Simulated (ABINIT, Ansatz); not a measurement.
# SrSiS3 (Pm-3m): zone-centre phonons

Aim: the zone-centre modes of SrSiS3 (Pm-3m).

Method: DFT PBEsol, scalar-relativistic, plane waves, PseudoDojo norm-conserving pseudopotentials, in ABINIT 10.8.3.

Most raw output is cut from this account.

The structure was built from a prototype and need not be the compound's stable phase.

## (1) Set-up

The structure is cubic, space group Pm-3m (No. 221). The conventional cell has a = 4.613 Å, b = 4.613 Å, c = 4.613 Å, α = 90.00°, β = 90.00°, γ = 90.00°. Nearest to Sr lie 12 S at 3.26 Å and 8 Si at 4.00 Å. Nearest to Si lie 6 S at 2.31 Å and 8 Sr at 4.00 Å. S has 2 Si at 2.31 Å and 4 Sr at 3.26 Å nearest. Farther neighbours and most contacts between anions are not listed.

Coordinates:

```cif
data_structure
_symmetry_space_group_name_H-M 'P 1'
_symmetry_Int_Tables_number 1
_cell_length_a 4.6134
_cell_length_b 4.6134
_cell_length_c 4.6134
_cell_angle_alpha 90.000
_cell_angle_beta 90.000
_cell_angle_gamma 90.000
_cell_volume 98.19
loop_
_atom_site_label
_atom_site_type_symbol
_atom_site_fract_x
_atom_site_fract_y
_atom_site_fract_z
_atom_site_occupancy
Sr1 Sr 0.00000 0.00000 0.00000 1
Si2 Si 0.50000 0.50000 0.50000 1
S3 S 0.50000 0.50000 0.00000 1
S4 S 0.50000 0.00000 0.50000 1
S5 S 0.00000 0.50000 0.50000 1
```

## (2) Relaxation

The harmonic expansion needs vanishing forces, and a free crystal bears no stress, so cell and atoms are brought to rest. Stress is more sensitive to the basis than forces are: the last 3 Ha under the cutoff are smoothed with ecutsm, and the cutoff is raised above that of the later runs.

The starting cell comes from a relaxation made beforehand in Ansatz (PBEsol, PseudoDojo NC).

The input, relax.abi:

```
# relaxation
ionmov 2
optcell 2
dilatmx 1.08
ntime 40
tolmxf 1.0d-05
tolvrs 1.0d-14
prtwf 0
prtden 0
chksymtnons 0

# basis, mesh and filling
ecut 35.0
ecutsm 3.0
ngkpt 8 8 8
nshiftk 1
shiftk 0.0 0.0 0.0
istwfk *1
occopt 3
tsmear 0.01
nband 24
nstep 100
diemac 1000000.0
prtebands 0
prtgsr 0
useylm 1

# cell and atoms
acell 8.717987763 8.717987763 8.717987763
rprim 
    1.0 0.0 0.0
    0.0 1.0 0.0
    0.0 0.0 1.0
ntypat 3
znucl 38 14 16
natom 5
typat 1 2 3 3 3
xred 
    0.0 0.0 0.0
    0.5 0.5 0.5
    0.5 0.5 0.0
    0.5 0.0 0.5
    0.0 0.5 0.5
pp_dirpath "./pseudo"
pseudos "Sr.upf, Si.upf, S.upf"
```

On the command line:

```console
$ OMP_NUM_THREADS=1 mpirun -n 4 abinit relax.abi > relax.log
```

Elapsed: 3.2 min, on 4 MPI ranks of Intel Xeon 6975P-C (Granite Rapids), shared host.

The steps of the relaxation:

| step | energy less that of the first step (eV) | largest force (eV/Å) | volume (Å³) |
| --- | --- | --- | --- |
| 1 | 0.0000 | 0.0000 | 98.19 |
| 2 | -0.0004 | 0.0000 | 98.34 |
| 3 | -0.0011 | 0.0000 | 98.85 |
| 4 | -0.0011 | 0.0000 | 98.85 |

| conventional cell, symmetrised | before | after | change |
| --- | --- | --- | --- |
| a (Å) | 4.613 | 4.624 | +0.2 % |
| b (Å) | 4.613 | 4.624 | +0.2 % |
| c (Å) | 4.613 | 4.624 | +0.2 % |
| volume (Å³/atom) | 19.64 | 19.77 | +0.7 % |

The relaxed structure:

```xyz
5
Lattice="4.6238 0.0000 0.0000 0.0000 4.6238 0.0000 0.0000 0.0000 4.6238" Properties=species:S:1:pos:R:3 pbc="T T T"
Sr    0.0000    0.0000    0.0000
Si    2.3119    2.3119    2.3119
S     2.3119    2.3119    0.0000
S     2.3119    0.0000    2.3119
S     0.0000    2.3119    2.3119
```

Numbers from this step:

```
volume per atom   : 19.77 Å³
pressure          : 2.73e-5 GPa
gap on the k-mesh : 0 eV
```

The volume changes by +0.7 % from the cell with which this run began.

## (3) Ground state

The response is built on these wavefunctions, so the potential is converged far more tightly than an energy would need. Occupations are smeared.

The input, gs.abi:

```
# ground state
tolvrs 1.0d-16
prtden 1
prtwf 1

# basis, mesh and filling
ecut 28.0
ngkpt 8 8 8
nshiftk 1
shiftk 0.0 0.0 0.0
istwfk *1
occopt 3
tsmear 0.01
nband 24
nstep 100
diemac 1000000.0
prtebands 0
prtgsr 0
useylm 1

# cell and atoms
acell 8.737705296 8.737705296 8.737705296
rprim 
    1.0 0.0 0.0
    0.0 1.0 0.0
    0.0 0.0 1.0
ntypat 3
znucl 38 14 16
natom 5
typat 1 2 3 3 3
xred 
    0.0 0.0 0.0
    0.5 0.5 0.5
    0.5 0.5 0.0
    0.5 0.0 0.5
    0.0 0.5 0.5
pp_dirpath "./pseudo"
pseudos "Sr.upf, Si.upf, S.upf"
```

On the command line:

```console
$ OMP_NUM_THREADS=1 mpirun -n 4 abinit gs.abi > gs.log
```

Elapsed: 32 s, on 4 MPI ranks.

Numbers from this step:

```yaml
pressure: -0.1601 GPa
```

The cell stands at -0.16 GPa: the relaxation ran with a smoothed and higher cutoff, and the difference is a stress of the finite basis.

## (4) Linear response at Γ

At q = 0 one unit cell holds all displacements. The response is solved for single atoms along the cell's directions, and symmetry skips those that follow from others. The crystal is treated as a metal, which screens a static field, so no field response is asked.

The input, dfpt_gamma.abi:

```

# common to the responses
getwfk_filepath "gso_WFK"
kptopt 2
nqpt 1
qpt 0.0 0.0 0.0
asr 0
chneut 0

# displacements
rfphon 1
rfatpol 1 5
rfdir 1 1 1
tolvrs 1.0d-10
prtwf 0

# basis, mesh and filling
ecut 28.0
ngkpt 8 8 8
nshiftk 1
shiftk 0.0 0.0 0.0
istwfk *1
occopt 3
tsmear 0.01
nband 24
nstep 100
diemac 1000000.0
prtebands 0
prtgsr 0
useylm 1

# cell and atoms
acell 8.737705296 8.737705296 8.737705296
rprim 
    1.0 0.0 0.0
    0.0 1.0 0.0
    0.0 0.0 1.0
ntypat 3
znucl 38 14 16
natom 5
typat 1 2 3 3 3
xred 
    0.0 0.0 0.0
    0.5 0.5 0.5
    0.5 0.5 0.0
    0.5 0.0 0.5
    0.0 0.5 0.5
pp_dirpath "./pseudo"
pseudos "Sr.upf, Si.upf, S.upf"
```

On the command line:

```console
$ OMP_NUM_THREADS=1 mpirun -n 4 abinit dfpt_gamma.abi > dfpt_gamma.log
```

Wall time 4.9 min (4 MPI ranks); 20 min of CPU time.

This step gave:

- largest acoustic frequency at the zone centre before the sum rule: -5.68 cm⁻¹
- highest optical zone-centre mode (no LO-TO term): 293.5 cm⁻¹
- lowest optical zone-centre mode: -111.5 cm⁻¹

The acoustic modes at Γ come out as far as 5.7 cm⁻¹ from zero, where they should vanish, a small numerical error. The lowest optical mode is imaginary, 111i cm⁻¹, an instability at this level and on this k mesh.

## (5) Modes with the sum rule

anaddb reads the merged derivatives and imposes the acoustic sum rule.

The input, anaddb.abi:

```
ddb_filepath "gamma_DDB"
output_file "anaddb.abo"
outdata_prefix "anaddb"
asr 1
chneut 1
enunit 2
eivec 1
nph1l 1
qph1l 0.0 0.0 0.0 1.0
```

The input, mrgddb.in:

```
gamma_DDB
merged
2
dfpt_gammao_DDB
gso_DDB
```

On the command line:

```console
$ mrgddb < mrgddb.in > mrgddb.log
$ OMP_NUM_THREADS=1 anaddb anaddb.abi > anaddb.log
```

Run time: 0.67 s. Hardware: 1 thread.

Numbers from this step:

```yaml
highest_optical_zone_centre_mode_no_lo_to_term: 293.6 cm⁻¹
lowest_optical_zone_centre_mode: -111.2 cm⁻¹
```

No LO-TO term; unit eigenvectors of the mass-weighted matrix, from anaddb's displacements. Modes at Γ, with each element's share of the kinetic energy (negative means imaginary):

| mode | frequency (cm⁻¹) | symmetry | Sr % | Si % | S % |
| --- | --- | --- | --- | --- | --- |
| 1 | -111.2 | T1u | 0 | 63 | 37 |
| 2 | -111.2 | T1u | 0 | 63 | 37 |
| 3 | -111.2 | T1u | 0 | 63 | 37 |
| 4 | 0.0 | acoustic | 41 | 13 | 45 |
| 5 | 0.0 | acoustic | 41 | 13 | 45 |
| 6 | 0.0 | acoustic | 41 | 13 | 45 |
| 7 | 61.0 | T2u | 0 | 0 | 100 |
| 8 | 61.0 | T2u | 0 | 0 | 100 |
| 9 | 61.0 | T2u | 0 | 0 | 100 |
| 10 | 80.6 | T1u | 59 | 11 | 31 |
| 11 | 80.6 | T1u | 59 | 11 | 31 |
| 12 | 80.6 | T1u | 59 | 11 | 31 |
| 13 | 293.6 | T1u | 0 | 13 | 87 |
| 14 | 293.6 | T1u | 0 | 13 | 87 |
| 15 | 293.6 | T1u | 0 | 13 | 87 |

Displacements in mode 1 (-111.2 cm⁻¹), the largest set to 1:
```
Sr1  0.00  0.00  0.02
Si2  0.00  0.00  1.00
S3   0.00  0.00  0.07
S4   0.00  0.00 -0.50
S5   0.00  0.00 -0.50
```

Displacements in mode 13 (293.6 cm⁻¹), the largest set to 1:
```
Sr1  0.00  0.00  0.01
Si2  0.00  0.00 -0.45
S3   0.00  0.00  1.00
S4   0.00  0.00 -0.31
S5   0.00  0.00 -0.31
```

The rule also moves an optical mode by 1.3 cm⁻¹.

## (6) Sum rules set otherwise (asr 0)

Without the rule the raw error of the acoustic modes shows.

anaddb.abi, as its differences from that of step 5:

```diff
@@ -3,4 +3,4 @@
 outdata_prefix "anaddb"
-asr 1
-chneut 1
+asr 0
+chneut 0
 enunit 2
```

mrgddb.in is that of step 5.

Wall time 0.67 s (1 thread).

Numbers from this step:

```yaml
highest_optical_zone_centre_mode_no_lo_to_term: 293.5 cm⁻¹
lowest_optical_zone_centre_mode: -111.5 cm⁻¹
```

Zone-centre frequencies as printed; negative means imaginary. Modes:

| mode | frequency (cm⁻¹) |
| --- | --- |
| 1 | -111.5 |
| 2 | -111.5 |
| 3 | -111.5 |
| 4 | -5.68 |
| 5 | -5.68 |
| 6 | -5.68 |
| 7 | 59.67 |
| 8 | 59.67 |
| 9 | 59.67 |
| 10 | 80.56 |
| 11 | 80.56 |
| 12 | 80.56 |
| 13 | 293.5 |
| 14 | 293.5 |
| 15 | 293.5 |

## (7) The same in Ansatz

A second program on the same cell, potentials, cutoff and meshes tests the implementation of the phonon response, not its convergence.

This step: DFT PBEsol, scalar-relativistic, plane waves, PseudoDojo norm-conserving pseudopotentials (Ansatz 0.2.0).

The input, input.yaml:

```yaml
crystal:
  lattice:
    - [4.6237945181, 0.0, 0.0]
    - [0.0, 4.6237945181, 0.0]
    - [0.0, 0.0, 4.6237945181]
  atoms:
    - { symbol: Sr, position: [0.0, 0.0, 0.0] }
    - { symbol: Si, position: [0.5, 0.5, 0.5] }
    - { symbol: S, position: [0.5, 0.5, 0.0] }
    - { symbol: S, position: [0.5, 0.0, 0.5] }
    - { symbol: S, position: [0.0, 0.5, 0.5] }
kpoints:
  mp_grid: { grid: [8, 8, 8] }
hamiltonian:
  xc: pbesol
  pseudopotentials: { kind: nc, accuracy: standard }
scf:
  occupations: { method: fermi_dirac, width: 0.27211 }
output:
  eigenvalues: true
basis:
  ecutwfc: 761.919
phonons:
  method: dfpt
```

On the command line:

```console
$ ansatz run input.yaml --threads 4 --pin off --max-ram 8192MiB --backend cpu --events-out ev --progress --plain --runs-dir out
```

Wall time 32 s (4 threads); peak memory 2.4 GiB.

Read from the output:

```yaml
sum_rule_residual_before_enforcement: 1.24e-4 eV/Å²
highest_optical_zone_centre_mode_no_lo_to_term: 293.6 cm⁻¹
lowest_optical_zone_centre_mode: -111.3 cm⁻¹
```

## (8) Side by side: ABINIT PseudoDojo and Ansatz, PseudoDojo

Numbers from this step:

- root-mean-square difference: 0.09 cm⁻¹
- largest difference: 0.16 cm⁻¹

The 12 of 12 modes that differ most. Frequencies side by side:

| q (reciprocal lattice) | mode | ABINIT PseudoDojo (cm⁻¹) | Ansatz, PseudoDojo (cm⁻¹) |
| --- | --- | --- | --- |
| 0 0 0 | 1 | -111.2 | -111.3 |
| 0 0 0 | 2 | -111.2 | -111.3 |
| 0 0 0 | 3 | -111.2 | -111.3 |
| 0 0 0 | 7 | 60.99 | 60.93 |
| 0 0 0 | 8 | 60.99 | 60.93 |
| 0 0 0 | 9 | 60.99 | 60.93 |
| 0 0 0 | 10 | 80.56 | 80.52 |
| 0 0 0 | 11 | 80.56 | 80.52 |
| 0 0 0 | 12 | 80.56 | 80.52 |
| 0 0 0 | 13 | 293.6 | 293.6 |
| 0 0 0 | 14 | 293.6 | 293.6 |
| 0 0 0 | 15 | 293.6 | 293.6 |

At the zone centre the largest difference (acoustic modes at Γ apart) is 0.05 % of the highest mode.

## (9) Outcome

```yaml
space_group_after_relaxation: Pm-3m
volume_per_atom: 19.8 Å³
highest_optical_zone_centre_mode_no_lo_to_term: 293.6 cm⁻¹
lowest_optical_zone_centre_mode: -111.2 cm⁻¹
imaginary_optical_modes_at_the_zone_centre_no_q_mesh_in_this_session: yes
largest_difference_from_ansatz_pseudodojo: 0.16 cm⁻¹
```

At the PBEsol level the optical modes of SrSiS3 (Pm-3m) at the zone centre run from 111i to 294 cm⁻¹, so the structure is a saddle point, with 3 modes beyond 10i cm⁻¹ there. ABINIT PseudoDojo and Ansatz, PseudoDojo agree to 0.16 cm⁻¹ (0.05 % of the highest mode compared) on all solved modes but the acoustic ones at Γ, without the LO-TO term. These are harmonic frequencies: anharmonic shifts and widths and the lattice's thermal expansion are left out. The Fermi-Dirac smearing of 0.01 Ha is an electronic temperature of 3158 K, which adds a pressure of its own and can shift the volume and soft modes. In a metal the frequencies hang on the k mesh and the smearing, most of all near Kohn anomalies. Ansatz warns that the cutoff lies 18 % under the one recommended for these files; agreement at one cutoff is not convergence. The structure is a hypothetical one, built on a prototype.

[Host names and launcher messages were left out of these logs when they were recorded.]

[Logs are printed without paths, hosts, clocks, repeated set-up lines and the standing remarks that a program may print on its own settings, such as how far it seeks lower states.]

[Hosts, paths, dates, database ids (printed as entryN), source tags and the programs' standing remarks are cut or masked in the printed files.]
